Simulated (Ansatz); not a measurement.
**Whose spectrum is this?**

Method: Ansatz, r2SCAN, independent particles, without spin-orbit coupling, line width 0.1 eV (Gaussian); metals get a typed carrier damping. The response is along the first axis of the cell.

E (eV), Im ε and a bar:
```
     0.00       0.00 
     0.25       0.00 
     0.50       0.00 
     0.75       0.00 
     1.00       0.04 
     1.25       0.39 #
     1.50       1.28 ##
     1.75       7.70 ###########
     2.00      17.50 ##########################
     2.25      20.44 ##############################
     2.50      16.99 #########################
     2.75      13.64 ####################
     3.00      12.69 ###################
     3.25      13.25 ###################
     3.50      18.73 ###########################
     3.75      18.61 ###########################
     4.00      16.93 #########################
     4.25      16.32 ########################
     4.50      15.26 ######################
     4.75      12.30 ##################
     5.00      11.85 #################
     5.25      10.26 ###############
     5.50       9.20 ##############
     5.75       9.67 ##############
     6.00       9.11 #############
     6.25       6.07 #########
     6.50       4.09 ######
     6.75       3.24 #####
     7.00       3.04 ####
     7.25       4.16 ######
     7.50       3.38 #####
     7.75       3.01 ####
     8.00       3.04 ####
     8.25       2.83 ####
     8.50       2.75 ####
     8.75       2.76 ####
     9.00       3.00 ####
     9.25       2.84 ####
     9.50       2.65 ####
     9.75       2.66 ####
    10.00       2.44 ####
```

Q: Which of these systems gave the spectrum?
A. SnSe (Pnma)
B. SrLi2SnS4 (I-42m)
C. AgCl (Fm-3m)

A: A. SnSe (Pnma): least direct gap 0.99 eV, ε∞ = 14.80 along the first axis, strongest peak along the first axis at 2.25 eV. The others: SrLi2SnS4 (I-42m), least direct gap 3.09 eV, ε∞ = 5.14 along the first axis, strongest peak along the first axis at 5.97 eV; AgCl (Fm-3m), least direct gap 3.90 eV, ε∞ = 4.82 along the first axis, strongest peak along the first axis at 5.34 eV.

[Logs are printed without paths, hosts, clocks, repeated set-up lines and the standing remarks that a program may print on its own settings, such as how far it seeks lower states.]
